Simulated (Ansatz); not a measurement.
# KCo2As2 (I4/mmm): phonon-mediated transition temperature, part 2 of 2

What Tc do the phonons of KCo2As2 (I4/mmm) give, and how does it depend on μ*? The cell shown first is a relaxed one, from steps not shown here.

Ansatz 0.2.0; DFT PBEsol, scalar-relativistic, plane waves, PAW.

So far, log mean phonon energy ħω_log (meV): step 2 (electron–phonon run: q 4×4×4, k 12×12×12, scattering …) 16.4.

## 3. Coupling and resistivity: q 4×4×4, k 12×12×12, scattering 20×20×20

The next rung changes the scattering mesh, which samples the Fermi surface.

Input file input.yaml:

```yaml
crystal:
  lattice:
    - [-1.8568064307, 1.8568064307, 6.7438838371]
    - [1.8568064307, -1.8568064307, 6.7438838371]
    - [1.8568064307, 1.8568064307, -6.7438838371]
  atoms:
    - { symbol: K, position: [0.0, 0.0, 0.0] }
    - { symbol: Co, position: [0.75, 0.25, 0.5] }
    - { symbol: Co, position: [0.25, 0.75, 0.5] }
    - { symbol: As, position: [0.3482999068, 0.3482999068, 0.0] }
    - { symbol: As, position: [0.6517000932, 0.6517000932, 0.0] }
kpoints:
  mp_grid: { grid: [12, 12, 12] }
hamiltonian:
  xc: pbesol
scf:
  occupations: { method: methfessel_paxton, width: 0.2 }
output:
  eigenvalues: true
phonons:
  method: dfpt
  qmesh: [4, 4, 4]
  temperatures: { t_max: 1000, t_step: 50 }
  qpath:
    path:
      - [0.0, 0.0, 0.0]
      - [0.0, 0.0, 0.5]
      - [0.25, 0.25, 0.25]
      - [0.0, 0.5, 0.0]
      - [0.0, 0.0, 0.0]
      - [0.5, 0.5, -0.5]
    npoints: 6
  electrical_resistivity:
    mesh: [20, 20, 20]
    temperatures: [20.0, 50.0, 80.0, 100.0, 150.0, 200.0, 273.0, 300.0, 400.0, 500.0, 600.0, 800.0]
  superconductivity: { mesh: [20, 20, 20] }
```

The run is started by

```console
$ ansatz run input.yaml --threads 16 --pin off --max-ram 61440MiB --backend cuda --events-out ev --progress --plain --runs-dir out
```

Numbers of over 12 decimals in the logs are rounded to 6 here.

The program printed:

```text
[...]
Crystal: 5 atoms, lattice volume = 93.004 Å³
Basis set: ecut = 420 eV, 1811 PW (Γ), exchange–correlation on 100×100×100 points (8 copies of the dense FFT grid, shifted against one another)
Bands: 44, of which v1, the nominal top of the filled ones, is band 37 counted from 1 (36 counted from 0)
Symmetry: 16 space group operations
k-points: 163 of 1728
[...]
SCF iter   1: F=—  HF=-21330.138913 eV  |F-HF|=—  |Δ(HF+E_count)|=         —  Δρ=1.67e-2  dr2=1.72e-1  ethr=1.77e-3  ⟨swp⟩=7.0  Hψ=26274  notcnv=0
[...]
SCF iter   2: F=—  HF=-21330.178771 eV  |F-HF|=—  |Δ(HF+E_count)|=   3.99e-2  S|Δr|=    0.00e0  Δρ=2.73e-2  dr2=3.98e-1  ethr=2.35e-4  ⟨swp⟩=2.0  Hψ=15623  notcnv=0  defer=20  recentre
[...]
SCF iter  10: F=-21330.119572 eV  HF=-21330.119572 eV  |F-HF|=3.64e-12  |Δ(HF+E_count)|=  4.00e-11  S|Δr|=    0.00e0  Δρ=8.11e-8  dr2=4.25e-12  ethr=1.00e-12  ⟨swp⟩=5.6  Hψ=35274  notcnv=0
SCF 1 converged in 10 iterations: F = -21330.119572 eV  dr2 = 4.25e-12
[...]
NSCF: frozen V_eff on 163 k-points, pencils in batches of 32, up to order 176
[...]
NSCF: frozen V_eff on 163 k-points
[...]
SCF 2 converged in 10 iterations: F = -21330.119572 eV  dr2 = 4.20e-12
[...]
SCF converged after 10 iterations
[...]
vibrations of 64 cells: unjudged by the run; compare a larger repeat
[...]
--- Superconductivity: potentials and phonons of a 4×4×4 supercell ---
           mesh         λ    ħω_log (meV)  μ* declared at (meV)
       20×20×20    0.2167          16.498               20.074
       10×10×10    0.2121          16.749               20.189
          5×5×5    0.2165          17.079               20.382
  λ by the species' shares of the modes' patterns: K 0.0430, Co 0.0657, As 0.1079
[...]
0.08      0.007         0.007    none_found    none_found    none_found    none_found     none_found
      0.10      0.001         0.001    none_found    none_found    none_found    none_found     none_found
      0.12      0.000         0.000    none_found    none_found    none_found    none_found     none_found
      0.13      0.000         0.000    none_found    none_found    none_found    none_found     none_found
      0.14      0.000         0.000    none_found    none_found    none_found    none_found     none_found
      0.16      0.000         0.000    none_found    none_found    none_found    none_found     none_found
      0.20          -             -    none_found    none_found    none_found    none_found     none_found
  none_found: no transition down to 0.1 K
[...]
vibrations of 64 cells: unjudged by the run; compare a larger repeat
[...]
```

It took 4.6 min on 1 × NVIDIA GB200 with 16 threads of Arm Neoverse V2, shared host; peak memory 18 GiB.

Numbers from this step:

```
resistivity at 300 K                 : 38.62 μΩ cm, mean of the axes
coupling constant λ                  : 0.2167
density of states at the Fermi level : 0.9254 states/eV a spin and cell
log mean phonon energy ħω_log        : 16.5 meV
transport coupling constant λ_tr     : 0.2123, 0.2123, 0.2319 (xx, yy, zz)
Drude plasma energy                  : 3.647, 3.647, 1.841 eV (xx, yy, zz)
resistivity times mean free path     : 16.35, 16.35, 78.79 × 10⁻¹⁶ Ω m² (xx, yy, zz)
second-moment phonon energy ħω₂      : 20.07 meV
```

An empty cell: under 1 mK by a formula, or no transition down to the floor of the Eliashberg search. Transition temperatures:

```tsv
μ*	McMillan Tc (K)	Allen–Dynes Tc (K)
0.08	0.0069	0.00695
0.1	-	-
0.12	-	-
0.13	-	-
0.14	-	-
0.16	-	-
0.2	-	-
```

The Eliashberg function α²F has structure finer than the step of the table below, so its rows give means over 1 meV, whole bins alone (the curve runs from 0.161 to 41.1 meV). Peaks (meV: height): α²F 11.1: 0.145, 15.0: 0.112, 17.2: 0.181, 18.2: 0.256, 26.3: 0.0845, 28.5: 0.0934, 35.3: 0.0981; α²F tr 11.1: 0.166, 14.7: 0.128, 17.2: 0.272, 18.9: 0.224, 26.3: 0.0945, 28.9: 0.0752, 35.3: 0.0849.

The Eliashberg function α²F by phonon energy; means over each step:

```tsv
phonon energy (meV)	α²F	α²F tr
1	4.7e-5	2.4e-6
2	5.5e-4	1.8e-4
3	0.00138	6.9e-4
4	0.00251	0.00138
5	0.00449	0.00235
6	0.00708	0.00453
7	0.00872	0.00761
8	0.0115	0.0131
9	0.0223	0.0269
10	0.0592	0.0683
11	0.115	0.129
12	0.0553	0.0502
13	0.0337	0.0296
14	0.0737	0.0831
15	0.108	0.120
16	0.0837	0.0965
17	0.130	0.182
18	0.196	0.175
19	0.186	0.143
20	0.0462	0.0215
21	0.0317	0.0204
22	0.0275	0.0210
23	0.0308	0.0286
24	0.0420	0.0478
25	0.0536	0.0667
26	0.0669	0.0757
27	0.0263	0.0253
28	0.0522	0.0384
29	0.0624	0.0549
30	0.0257	0.0265
31	0.0169	0.0246
32	0.0179	0.0262
33	0.0135	0.0171
34	0.0282	0.0265
35	0.0759	0.0695
36	0.0578	0.0518
37	0.0474	0.0485
38	0.0490	0.0623
39	0.0435	0.0565
40	0.0452	0.0399
```

The Eliashberg function α²F has structure finer than the step of the table below, so its rows give means over 2 meV, whole bins alone (the curve runs from 0.161 to 41.1 meV). Peaks (meV: height): α²F 11.1: 0.145, 15.0: 0.112, 17.2: 0.181, 18.2: 0.256; K 11.1: 0.0186, 14.3: 0.0632, 18.9: 0.0843; Co 26.3: 0.058, 28.5: 0.0556, 35.3: 0.0598, 40.5: 0.0539; As 11.1: 0.0766, 17.2: 0.106, 18.2: 0.158, 28.9: 0.0804.

Eliashberg function α²F against phonon energy; means over each step:

```tsv
phonon energy (meV)	α²F	K	Co	As
2	5.7e-4	6.0e-5	2.1e-4	2.8e-4
4	0.00257	2.8e-4	9.9e-4	0.00127
6	0.00696	5.2e-4	0.00282	0.00365
8	0.0125	7.0e-4	0.00497	0.00689
10	0.0637	0.00623	0.0231	0.0345
12	0.0663	0.0125	0.0209	0.0329
14	0.0726	0.0433	0.00863	0.0206
16	0.0953	0.0397	0.0163	0.0393
18	0.195	0.0469	0.0355	0.113
20	0.0653	0.0110	0.0110	0.0433
22	0.0285	0.00116	0.00557	0.0217
24	0.0408	7.5e-4	0.0104	0.0297
26	0.0562	6.0e-4	0.0286	0.0269
28	0.0525	1.7e-4	0.0288	0.0235
30	0.0275	1.4e-4	0.00878	0.0187
32	0.0168	7.8e-5	0.0113	0.00537
34	0.0332	5.7e-5	0.0207	0.0124
36	0.0640	3.9e-5	0.0398	0.0242
38	0.0464	0	0.0318	0.0146
40	0.0415	0	0.0310	0.0105
```

## 4. Summary of results

| Property | Result |
| --- | --- |
| meshes | q 4×4×4, k 12×12×12, scattering 20×20×20 |
| coupling constant λ | 0.217 |
| log mean phonon energy ħω_log | 16.5 meV |

In the last run (PBEsol, q 4×4×4, k 12×12×12, scattering 20×20×20), with λ = 0.22 and ħω_log = 16.5 meV, Tc at μ* = 0.13 is under 1 mK by the formulas. In that run Allen and Dynes's formula gives no transition above 0.05 K at μ* = 0.10 or more. By the run's own test λ is not converged in the fine mesh: it moves by 2 % between the two finest, and by up to 6 % in the other runs. The run's transport test calls it not converged in the mesh; ρ(300 K) moves by 5 % in the component that moves most. The runs are not spin-polarised; where the real material orders magnetically, these values do not describe it. Over the runs, λ takes the values 0.222 and 0.217, in the order shown. μ* is a typed number, phonons are harmonic, and spin fluctuations are left out; with λ this near or under μ*(1 + 0.62 λ), the formulas give Tc only to its order of magnitude, or none.

[Logs are printed without paths, hosts, clocks, repeated set-up lines and the standing remarks that a program may print on its own settings, such as how far it seeks lower states.]

[Hosts, paths, dates, database ids (printed as entryN), source tags and the programs' standing remarks are cut or masked in the printed files.]
